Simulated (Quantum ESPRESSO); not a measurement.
# NaI (Fm-3m): phonon frequency against volume, with a fit

Aim: the Grüneisen parameter and the pressure coefficient of an optical mode of NaI (Fm-3m).

Main program and level: Quantum ESPRESSO 7.5; DFT LDA, scalar-relativistic, plane waves, PseudoDojo norm-conserving pseudopotentials.

## Step 1: The relaxed structure

Symmetry: Fm-3m, No. 225, cubic system. Conventional cell: a = 6.263 Å, b = 6.263 Å, c = 6.263 Å, α = 90.00°, β = 90.00°, γ = 90.00°. Nearest to Na lie 6 I at 3.13 Å. I has 6 Na at 3.13 Å nearest. Farther neighbours and most contacts between anions are not listed.

Coordinates:

```
Na I
1.0
    -3.13145    0.00000    3.13145
     0.00000    3.13145    3.13145
    -3.13145    3.13145    0.00000
Na I
1 1
Direct
  0.00000 0.00000 0.00000
  0.50000 0.50000 0.50000
```

This is the cell after its relaxation at this level of theory, not the database cell from which that began.

## Step 2: Runs at several volumes

The relaxed cell is scaled uniformly; in this structure symmetry fixes all atoms, so nothing has to be relaxed anew. Each volume gets a ground state and a response at Γ. The mode followed is the highest one without the macroscopic field, of symmetry T1u; longitudinal polar modes lie higher. Cutoff 97 Ry, k mesh 8×8×8.

From the response at V/V₀ = 0.94:

Output:

```text
[banners, grids, parts of the stress and lines that vanish by symmetry left out]
Program PHONON v.7.5
     Reading xml data from directory:

[...]
Exchange-correlation= PW
                           (   1   4   0   0   0   0   0)
[...]
kinetic-energy cut-off    =      97.0000  Ry
     charge density cut-off    =     388.0000  Ry
     convergence threshold     =      1.0E-18
[...]
Exchange-correlation= PW
                           (   1   4   0   0   0   0   0)
[...]
q = (   0.0000000   0.0000000   0.0000000 )
     49 Sym.Ops. (with q -> -q+G )
     G cutoff = 1321.0068  (  50333 G-vectors)     FFT grid: ( 54, 54, 54)
     number of k points=    29
[...]
Mode symmetry, O_h (m-3m)  point group:
[...]
Dielectric constant
[...]
End of electric fields calculation
          Dielectric constant in cartesian axis
          (       3.758387412       0.000000000       0.000000000 )
          (       0.000000000       3.758387412      -0.000000000 )
          (       0.000000000      -0.000000000       3.758387412 )
          Effective charges (d Force / dE) in cartesian axis without acoustic sum rule applied (asr)
           atom    1  Na    Mean Z*:        1.13783
      Ex  (        1.13783       -0.00000        0.00000 )
      Ey  (       -0.00000        1.13783        0.00000 )
      Ez  (        0.00000        0.00000        1.13783 )
           atom    2  I     Mean Z*:       -1.14005
      Ex  (       -1.14005        0.00000        0.00000 )
      Ey  (        0.00000       -1.14005       -0.00000 )
      Ez  (        0.00000       -0.00000       -1.14005 )
          Effective charges Sum: Mean:       -0.00221
[...]
Effective charges (d Force / dE) in cartesian axis with asr applied:
           atom    1  Na    Mean Z*:        1.13894
[...]
atom    2  I     Mean Z*:       -1.13894
[...]
Representation #   1 modes #   1   2   3
[...]
End of self-consistent calculation
     Convergence has been achieved
     Representation #   2 modes #   4   5   6
[...]
End of self-consistent calculation
     Convergence has been achieved
[...]
Dielectric constant in cartesian axis
          (       3.758387412       0.000000000       0.000000000 )
          (       0.000000000       3.758387412      -0.000000000 )
          (       0.000000000      -0.000000000       3.758387412 )
          Effective charges (d Force / dE) in cartesian axis without acoustic sum rule applied (asr)
           atom    1  Na    Mean Z*:        1.13783
      Ex  (        1.13783       -0.00000        0.00000 )
      Ey  (       -0.00000        1.13783        0.00000 )
      Ez  (        0.00000        0.00000        1.13783 )
           atom    2  I     Mean Z*:       -1.14005
      Ex  (       -1.14005        0.00000        0.00000 )
      Ey  (        0.00000       -1.14005       -0.00000 )
      Ez  (        0.00000       -0.00000       -1.14005 )
          Effective charges Sum: Mean:       -0.00221
[...]
Effective charges (d Force / dE) in cartesian axis with asr applied:
           atom    1  Na    Mean Z*:        1.13894
[...]
atom    2  I     Mean Z*:       -1.13894
[...]
q = (    0.000000000   0.000000000   0.000000000 )
[...]
freq (    1) =       0.047628 [THz] =       1.588708 [cm-1]
     freq (    2) =       0.047628 [THz] =       1.588708 [cm-1]
     freq (    3) =       0.047628 [THz] =       1.588708 [cm-1]
     freq (    4) =       4.538162 [THz] =     151.376790 [cm-1]
     freq (    5) =       4.538162 [THz] =     151.376790 [cm-1]
     freq (    6) =       4.538162 [THz] =     151.376790 [cm-1]
[...]
Mode symmetry, O_h (m-3m)  point group:
     freq (   1-   3) =          1.6  [cm-1]   --> T_1u G_15  G_4- I
     freq (   4-   6) =        151.4  [cm-1]   --> T_1u G_15  G_4- I

   JOB DONE.
```

One volume, V/V₀ = 1.03, is held back as a test.

```tsv
V/V₀	volume (Å³/atom)	pressure (GPa)	ω (cm⁻¹)
0.94	28.864	1.48	151.38
0.97	29.786	0.67	140.61
1	30.707	-0.01	130.33
1.03	31.628	-0.57	held back
1.06	32.549	-1.05	111.08
```

## Step 3: The fit

The mode Grüneisen parameter is γ = −d ln ω / d ln V.

```tsv
ln(V/V₀)	ln ω
-0.0619	5.0198
-0.0305	4.9460
0.0000	4.8701
0.0583	4.7103
```

A straight line through these points has the slope -2.586, so γ = 2.59; at V/V₀ = 1.03 it predicts ω = exp(4.8645 − 0.0764) = 120.07 cm⁻¹.

A parabola of pressure against ln V through V/V₀ = 0.97, 1 and 1.03 gives the bulk modulus B = −dP/d ln V = 20.7 GPa at V₀. With ω₀ from the fitted line the pressure coefficient follows as dω/dP = γ ω₀ / B = 2.59 × 129.6 / 20.7 = 16.2 cm⁻¹/GPa.

## Step 4: The run that was held back

Output:

```text
[banners, grids, parts of the stress and lines that vanish by symmetry left out]
[banner, memory and clock lines left out]
Program PHONON v.7.5

[...]
Exchange-correlation= PW
                           (   1   4   0   0   0   0   0)
[...]
kinetic-energy cut-off    =      97.0000  Ry
     charge density cut-off    =     388.0000  Ry
     convergence threshold     =      1.0E-18
[...]
Exchange-correlation= PW
                           (   1   4   0   0   0   0   0)
[...]
q = (   0.0000000   0.0000000   0.0000000 )
     49 Sym.Ops. (with q -> -q+G )
     G cutoff = 1404.0351  (  55345 G-vectors)     FFT grid: ( 54, 54, 54)
     number of k points=    29
[...]
Mode symmetry, O_h (m-3m)  point group:
[...]
Dielectric constant
[...]
End of electric fields calculation
          Dielectric constant in cartesian axis
          (       3.589013862       0.000000000       0.000000000 )
          (       0.000000000       3.589013862      -0.000000000 )
          (       0.000000000      -0.000000000       3.589013862 )
          Effective charges (d Force / dE) in cartesian axis without acoustic sum rule applied (asr)
           atom    1  Na    Mean Z*:        1.18045
      Ex  (        1.18045       -0.00000        0.00000 )
      Ey  (       -0.00000        1.18045       -0.00000 )
      Ez  (        0.00000       -0.00000        1.18045 )
           atom    2  I     Mean Z*:       -1.18237
      Ex  (       -1.18237       -0.00000       -0.00000 )
      Ey  (       -0.00000       -1.18237        0.00000 )
      Ez  (       -0.00000        0.00000       -1.18237 )
[...]
Representation #   1 modes #   1   2   3
[...]
End of self-consistent calculation
     Convergence has been achieved
     Representation #   2 modes #   4   5   6
[...]
End of self-consistent calculation
     Convergence has been achieved
[...]
Dielectric constant in cartesian axis
          (       3.589013862       0.000000000       0.000000000 )
          (       0.000000000       3.589013862      -0.000000000 )
          (       0.000000000      -0.000000000       3.589013862 )
          Effective charges (d Force / dE) in cartesian axis without acoustic sum rule applied (asr)
           atom    1  Na    Mean Z*:        1.18045
      Ex  (        1.18045       -0.00000        0.00000 )
      Ey  (       -0.00000        1.18045       -0.00000 )
      Ez  (        0.00000       -0.00000        1.18045 )
           atom    2  I     Mean Z*:       -1.18237
      Ex  (       -1.18237       -0.00000       -0.00000 )
      Ey  (       -0.00000       -1.18237        0.00000 )
      Ez  (       -0.00000        0.00000       -1.18237 )
          Effective charges Sum: Mean:       -0.00191
[...]
Effective charges (d Force / dE) in cartesian axis with asr applied:
           atom    1  Na    Mean Z*:        1.18141
[...]
atom    2  I     Mean Z*:       -1.18141
[...]
q = (    0.000000000   0.000000000   0.000000000 )
[...]
freq (    1) =       0.067786 [THz] =       2.261097 [cm-1]
     freq (    2) =       0.067786 [THz] =       2.261097 [cm-1]
     freq (    3) =       0.067786 [THz] =       2.261097 [cm-1]
     freq (    4) =       3.612706 [THz] =     120.506890 [cm-1]
     freq (    5) =       3.612706 [THz] =     120.506890 [cm-1]
     freq (    6) =       3.612706 [THz] =     120.506890 [cm-1]
[...]
Mode symmetry, O_h (m-3m)  point group:
     freq (   1-   3) =          2.3  [cm-1]   --> T_1u G_15  G_4- I
     freq (   4-   6) =        120.5  [cm-1]   --> T_1u G_15  G_4- I
```

It gives 120.51 cm⁻¹ against the predicted 120.07 cm⁻¹, a miss of 0.4 cm⁻¹.

## Step 5: Summary of results

```yaml
mode_grueneisen_parameter: 2.586
bulk_modulus: 20.7 GPa
pressure_coefficient: 16.2 cm⁻¹/GPa
```

In words: The highest optical mode of NaI (Fm-3m) without the LO-TO term stiffens by 16.2 cm⁻¹ a GPa near the relaxed volume, with γ = 2.59. The power law meets all 5 runs within 0.56 %; between neighbouring volumes γ runs from 2.35 to 2.84. Such a coefficient turns a measured shift of this mode into a hydrostatic stress; uniaxial or biaxial stress splits the mode and needs deformation potentials. These are harmonic values at zero temperature for the structure held cubic, which a run at Γ can't show to be stable; the bulk modulus rests on three points.

[Host names and launcher messages were left out of these logs when they were recorded.]

[Logs are printed without paths, hosts, clocks, repeated set-up lines and the standing remarks that a program may print on its own settings, such as how far it seeks lower states.]

[Hosts, paths, dates, database ids (printed as entryN), source tags and the programs' standing remarks are cut or masked in the printed files.]
